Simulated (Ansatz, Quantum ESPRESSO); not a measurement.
## CaMg (Pm-3m): zone-centre phonons

Wanted: the vibrations of CaMg (Pm-3m) at Γ, by two programs.

Calculated with Quantum ESPRESSO 7.5; DFT LDA, scalar-relativistic, plane waves, JTH PAW pseudopotentials.

### 1. The structure

Symmetry: Pm-3m, No. 221, cubic system. The conventional cell has a = 3.966 Å, b = 3.966 Å, c = 3.966 Å, α = 90.00°, β = 90.00°, γ = 90.00°. Nearest to Ca lie 8 Mg at 3.43 Å. Nearest to Mg lie 8 Ca at 3.43 Å. Farther neighbours are not listed.

### 2. A first look

A cheap run with smearing and empty bands tells whether the crystal has a gap, which decides between fixed occupations and smearing later on.

Input file probe.in:

```
&control
   calculation = 'scf'
   prefix = 'x'
   outdir = './tmp'
   pseudo_dir = './pseudo'
   tprnfor = .true.
   tstress = .true.
   verbosity = 'high'
/
&system
   ibrav = 1
   celldm(1) = 7.49491459
   nat = 2
   ntyp = 2
   ecutwfc = 50.0
   ecutrho = 250.0
   occupations = 'smearing'
   smearing = 'gaussian'
   degauss = 0.01
/
&electrons
   conv_thr = 1.0d-07
   mixing_beta = 0.7
   electron_maxstep = 100
/
ATOMIC_SPECIES
 Ca     40.0780  Ca.upf
 Mg     24.3050  Mg.upf
ATOMIC_POSITIONS crystal
 Ca     0.000000000   0.000000000   0.000000000
 Mg     0.500000000   0.500000000   0.500000000
K_POINTS automatic
 4 4 4 0 0 0
```

Launch:

```bash
$ OMP_NUM_THREADS=1 mpirun -n 4 pw.x -nk 4 -in probe.in > probe.out
```

The program printed:

```text
[banners, grids, parts of the stress and lines that vanish by symmetry left out]
Program PWSCF v.7.5
     file Ca.upf: wavefunction(s)  4S 3P 0P 3D 0D renormalized
     file Mg.upf: wavefunction(s)  3P renormalized
[...]
kinetic-energy cutoff     =      50.0000  Ry
     charge density cutoff     =     250.0000  Ry
     scf convergence threshold =      1.0E-07
[...]
Exchange-correlation= SLA PW NOGX NOGC
                           (   1   4   0   0   0   0   0)
[...]
48 Sym. Ops., with inversion, found
[...]
(     0          1          0      )
                  (     0          0          1      )
[...]
(  0.0000000  1.0000000  0.0000000 )
                  (  0.0000000  0.0000000  1.0000000 )
[...]
(     0         -1          0      )
                  (     0          0          1      )
[...]
(  0.0000000 -1.0000000  0.0000000 )
[...]
(     0          0          1      )
                  (     1          0          0      )
[...]
( -1.0000000  0.0000000  0.0000000 )
                  (  0.0000000  1.0000000  0.0000000 )
[...]
number of k points=    10  Gaussian smearing, width (Ry)=  0.0100
[...]
End of self-consistent calculation
[...]
the Fermi energy is     5.5685 ev
!    total energy              =    -269.93285024 Ry
[...]
convergence has been achieved in   5 iterations
[...]
atom    1 type  1   force =     0.00000000    0.00000000    0.00000000
     atom    2 type  2   force =     0.00000000    0.00000000    0.00000000
[...]
Total force =     0.000000     Total SCF correction =     0.000000
[...]
total   stress  (Ry/bohr**3)                   (kbar)     P=      -20.36
[...]
XML data file, charge density, pseudopotentials, collected wavefunctions

   JOB DONE.
```

Run time: 2.4 s. Hardware: 4 MPI ranks of Arm Neoverse V2, shared host.

Read from the output:

- volume per atom: 31.19 Å³
- pressure: -2.036 GPa
- gap on the k-mesh: 0 eV

No gap opens on this mesh, so smearing is kept; the start stands at -2.0 GPa.

### 3. Relaxing the cell and atoms

Frequencies change by per cents with a per cent of volume, so the structure is first brought to rest at this level of theory.

Input file relax.in:

```
&control
   calculation = 'vc-relax'
   prefix = 'x'
   outdir = './tmp'
   pseudo_dir = './pseudo'
   tprnfor = .true.
   tstress = .true.
   forc_conv_thr = 2.0d-05
   etot_conv_thr = 1.0d-07
   nstep = 40
/
&system
   ibrav = 1
   celldm(1) = 7.49491459
   nat = 2
   ntyp = 2
   ecutwfc = 50.0
   ecutrho = 250.0
   occupations = 'smearing'
   smearing = 'mv'
   degauss = 0.02
/
&electrons
   conv_thr = 1.0d-11
   mixing_beta = 0.7
   electron_maxstep = 100
/
&ions
/
&cell
   press_conv_thr = 0.1
/
ATOMIC_SPECIES
 Ca     40.0780  Ca.upf
 Mg     24.3050  Mg.upf
ATOMIC_POSITIONS crystal
 Ca     0.000000000   0.000000000   0.000000000
 Mg     0.500000000   0.500000000   0.500000000
K_POINTS automatic
 8 8 8 0 0 0
```

Launch:

```bash
$ OMP_NUM_THREADS=1 mpirun -n 4 pw.x -nk 4 -in relax.in > relax.out
```

The program printed:

```text
[banners, grids, parts of the stress and lines that vanish by symmetry left out]
[banner, memory and clock lines left out]
Program PWSCF v.7.5

[...]
kinetic-energy cutoff     =      50.0000  Ry
     charge density cutoff     =     250.0000  Ry
     scf convergence threshold =      1.0E-11
[...]
energy convergence thresh.=      1.0E-07
     force convergence thresh. =      2.0E-05
     press convergence thresh. =      1.0E-01
     Exchange-correlation= SLA PW NOGX NOGC
                           (   1   4   0   0   0   0   0)
[...]
48 Sym. Ops., with inversion, found
[...]
number of k points=    35  Marzari-Vanderbilt smearing, width (Ry)=  0.0200
[...]
End of self-consistent calculation
[...]
the Fermi energy is     5.3880 ev
!    total energy              =    -269.93805570 Ry
[...]
convergence has been achieved in   8 iterations
[...]
atom    1 type  1   force =     0.00000000    0.00000000    0.00000000
     atom    2 type  2   force =     0.00000000    0.00000000    0.00000000
     Total force =     0.000000     Total SCF correction =     0.000000
[...]
total   stress  (Ry/bohr**3)                   (kbar)     P=      -20.49
[...]
number of bfgs steps    =   0
[...]
CELL_PARAMETERS (alat=  7.49491459)
[...]
ATOMIC_POSITIONS (crystal)
Ca               0.0000000000        0.0000000000        0.0000000000
Mg               0.5000000000        0.5000000000        0.5000000000
[...]
New effective cutoffs (rho, wfc):  251.24   50.35
[...]
End of self-consistent calculation
[...]
the Fermi energy is     5.4667 ev
!    total energy              =    -269.93863436 Ry
[...]
convergence has been achieved in  13 iterations
[...]
atom    1 type  1   force =     0.00000000    0.00000000    0.00000000
     atom    2 type  2   force =     0.00000000    0.00000000    0.00000000
     Total force =     0.000000     Total SCF correction =     0.000000
[...]
total   stress  (Ry/bohr**3)                   (kbar)     P=      -18.31
[...]
number of bfgs steps    =   1
[...]
WARNING: bfgs curvature condition failed, Theta= 0.902
[...]
CELL_PARAMETERS (alat=  7.49491459)
[...]
ATOMIC_POSITIONS (crystal)
Ca               0.0000000000        0.0000000000        0.0000000000
Mg               0.5000000000        0.5000000000        0.5000000000
[...]
New effective cutoffs (rho, wfc):  253.89   50.88
[...]
End of self-consistent calculation
[...]
the Fermi energy is     5.5868 ev
!    total energy              =    -269.93937022 Ry
[...]
convergence has been achieved in  16 iterations
[...]
atom    1 type  1   force =     0.00000000    0.00000000    0.00000000
     atom    2 type  2   force =     0.00000000    0.00000000    0.00000000
     Total force =     0.000000     Total SCF correction =     0.000000
[...]
total   stress  (Ry/bohr**3)                   (kbar)     P=      -14.85
[...]
number of bfgs steps    =   2
[...]
CELL_PARAMETERS (alat=  7.49491459)
[...]
ATOMIC_POSITIONS (crystal)
[...]
New effective cutoffs (rho, wfc):  257.96   51.69
[...]
End of self-consistent calculation
[...]
the Fermi energy is     5.7715 ev
!    total energy              =    -269.94016185 Ry
[...]
convergence has been achieved in  19 iterations
[...]
atom    1 type  1   force =     0.00000000    0.00000000    0.00000000
     atom    2 type  2   force =     0.00000000    0.00000000    0.00000000
     Total force =     0.000000     Total SCF correction =     0.000000
[...]
total   stress  (Ry/bohr**3)                   (kbar)     P=       -9.18
[...]
number of bfgs steps    =   3
[...]
CELL_PARAMETERS (alat=  7.49491459)
[...]
ATOMIC_POSITIONS (crystal)
[...]
New effective cutoffs (rho, wfc):  264.23   52.95
[...]
End of self-consistent calculation
[...]
the Fermi energy is     6.0597 ev
!    total energy              =    -269.94059420 Ry
[...]
convergence has been achieved in  22 iterations
[...]
atom    1 type  1   force =     0.00000000    0.00000000    0.00000000
     atom    2 type  2   force =     0.00000000    0.00000000    0.00000000
     Total force =     0.000000     Total SCF correction =     0.000000
[...]
total   stress  (Ry/bohr**3)                   (kbar)     P=        0.49
[...]
number of bfgs steps    =   4
[...]
CELL_PARAMETERS (alat=  7.49491459)
[...]
ATOMIC_POSITIONS (crystal)
[...]
New effective cutoffs (rho, wfc):  263.92   52.89
[...]
End of self-consistent calculation
[...]
the Fermi energy is     6.0451 ev
!    total energy              =    -269.94059530 Ry
[...]
convergence has been achieved in  15 iterations
[...]
atom    1 type  1   force =     0.00000000    0.00000000    0.00000000
     atom    2 type  2   force =     0.00000000    0.00000000    0.00000000
     Total force =     0.000000     Total SCF correction =     0.000000
[...]
total   stress  (Ry/bohr**3)                   (kbar)     P=       -0.02
[...]
number of bfgs steps    =   5
[...]
CELL_PARAMETERS (alat=  7.49491459)
[...]
ATOMIC_POSITIONS (crystal)
[...]
New effective cutoffs (rho, wfc):  263.93   52.89
[...]
End of self-consistent calculation
[...]
the Fermi energy is     6.0458 ev
!    total energy              =    -269.94059531 Ry
[...]
convergence has been achieved in  11 iterations
[...]
atom    1 type  1   force =     0.00000000    0.00000000    0.00000000
     atom    2 type  2   force =     0.00000000    0.00000000    0.00000000
     Total force =     0.000000     Total SCF correction =     0.000000
[...]
total   stress  (Ry/bohr**3)                   (kbar)     P=        0.00
[...]
bfgs converged in   7 scf cycles and   6 bfgs steps
[...]
End of BFGS Geometry Optimization
     Final enthalpy           =    -269.9405953056 Ry
     File ./tmp/x.bfgs deleted, as requested
[...]
CELL_PARAMETERS (alat=  7.49491459)
[...]
ATOMIC_POSITIONS (crystal)
Ca               0.0000000000        0.0000000000        0.0000000000
Mg               0.5000000000        0.5000000000        0.5000000000
[...]
Final scf calculation at the relaxed structure.
[...]
kinetic-energy cutoff     =      50.0000  Ry
     charge density cutoff     =     250.0000  Ry
     scf convergence threshold =      1.0E-13
[...]
press convergence thresh. =      1.0E-01
     Exchange-correlation= SLA PW NOGX NOGC
                           (   1   4   0   0   0   0   0)
[...]
48 Sym. Ops., with inversion, found
[...]
number of k points=    35  Marzari-Vanderbilt smearing, width (Ry)=  0.0200
[...]
End of self-consistent calculation
[...]
the Fermi energy is     6.0459 ev
!    total energy              =    -269.94049844 Ry
[...]
convergence has been achieved in   9 iterations
[...]
atom    1 type  1   force =     0.00000000    0.00000000    0.00000000
     atom    2 type  2   force =     0.00000000    0.00000000    0.00000000
     Total force =     0.000000     Total SCF correction =     0.000000
[...]
total   stress  (Ry/bohr**3)                   (kbar)     P=        0.18
[...]
XML data file, charge density, pseudopotentials, collected wavefunctions
```

Elapsed: 49 s, on 4 MPI ranks; 3.3 min of CPU time.

Step by step:

```
step  energy less that of the first step (eV)  largest force (eV/Å)  pressure (GPa)  volume (Å³)
   1                                   0.0000                0.0000           -2.05        62.39
   2                                  -0.0079                0.0000           -1.83        61.74
   3                                  -0.0179                0.0000           -1.48        60.77
   4                                  -0.0287                0.0000           -0.92        59.34
   5                                  -0.0345                0.0000            0.05        57.24
   6                                  -0.0346                0.0000            0.00        57.34
   7                                  -0.0346                0.0000            0.00        57.34
   8                                  -0.0332                0.0000            0.02        57.34
```

```
conventional cell, symmetrised  before  after  change
                         a (Å)   3.966  3.856  -2.8 %
                         b (Å)   3.966  3.856  -2.8 %
                         c (Å)   3.966  3.856  -2.8 %
              volume (Å³/atom)   31.19  28.67  -8.1 %
```

Final coordinates:

```
CELL_PARAMETERS angstrom
3.85610 0.00000 0.00000
0.00000 3.85610 0.00000
0.00000 0.00000 3.85610
ATOMIC_POSITIONS crystal
Ca 0.00000 0.00000 0.00000
Mg 0.50000 0.50000 0.50000
```

The last row of the table of steps is pw.x's closing run on a basis chosen anew for the final cell, so its energy can jump.

Numbers from this step:

- volume per atom: 28.67 Å³
- pressure: 0.018 GPa

The volume changes by -8.1 % from the cell with which this run began.

### 4. Ground state

The response is built on this ground state, so it is converged far tighter than an energy would need. Smearing stays on, as the first look found no gap above 0.3 eV.

Input file scf.in:

```
&control
   calculation = 'scf'
   prefix = 'x'
   outdir = './tmp'
   pseudo_dir = './pseudo'
   tprnfor = .true.
   tstress = .true.
/
&system
   ibrav = 1
   celldm(1) = 7.28696821
   nat = 2
   ntyp = 2
   ecutwfc = 50.0
   ecutrho = 250.0
   occupations = 'smearing'
   smearing = 'mv'
   degauss = 0.02
/
&electrons
   conv_thr = 1.0d-12
   mixing_beta = 0.7
   electron_maxstep = 100
/
ATOMIC_SPECIES
 Ca     40.0780  Ca.upf
 Mg     24.3050  Mg.upf
ATOMIC_POSITIONS crystal
 Ca     0.000000000   0.000000000   0.000000000
 Mg     0.500000000   0.500000000   0.500000000
K_POINTS automatic
 8 8 8 0 0 0
```

Launch:

```bash
$ OMP_NUM_THREADS=1 mpirun -n 4 pw.x -nk 4 -in scf.in > scf.out
```

The program printed:

```text
[banners, grids, parts of the stress and lines that vanish by symmetry left out]
[banner, memory and clock lines left out]
Program PWSCF v.7.5

[...]
kinetic-energy cutoff     =      50.0000  Ry
     charge density cutoff     =     250.0000  Ry
     scf convergence threshold =      1.0E-12
[...]
Exchange-correlation= SLA PW NOGX NOGC
                           (   1   4   0   0   0   0   0)
[...]
48 Sym. Ops., with inversion, found
[...]
number of k points=    35  Marzari-Vanderbilt smearing, width (Ry)=  0.0200
[...]
End of self-consistent calculation
[...]
the Fermi energy is     6.0459 ev
!    total energy              =    -269.94049844 Ry
[...]
convergence has been achieved in   9 iterations
[...]
atom    1 type  1   force =     0.00000000    0.00000000    0.00000000
     atom    2 type  2   force =     0.00000000    0.00000000    0.00000000
     Total force =     0.000000     Total SCF correction =     0.000000
[...]
total   stress  (Ry/bohr**3)                   (kbar)     P=        0.18
[...]
XML data file, charge density, pseudopotentials, collected wavefunctions
```

It took 5.5 s on 4 MPI ranks; 22 s of CPU time.

The cell stands at 0.018 GPa, close enough for phonons.

(Part 1 of 2 ends here.)

[Host names and launcher messages were left out of these logs when they were recorded.]

[Logs are printed without paths, hosts, clocks, repeated set-up lines and the standing remarks that a program may print on its own settings, such as how far it seeks lower states.]

[Hosts, paths, dates, database ids (printed as entryN), source tags and the programs' standing remarks are cut or masked in the printed files.]
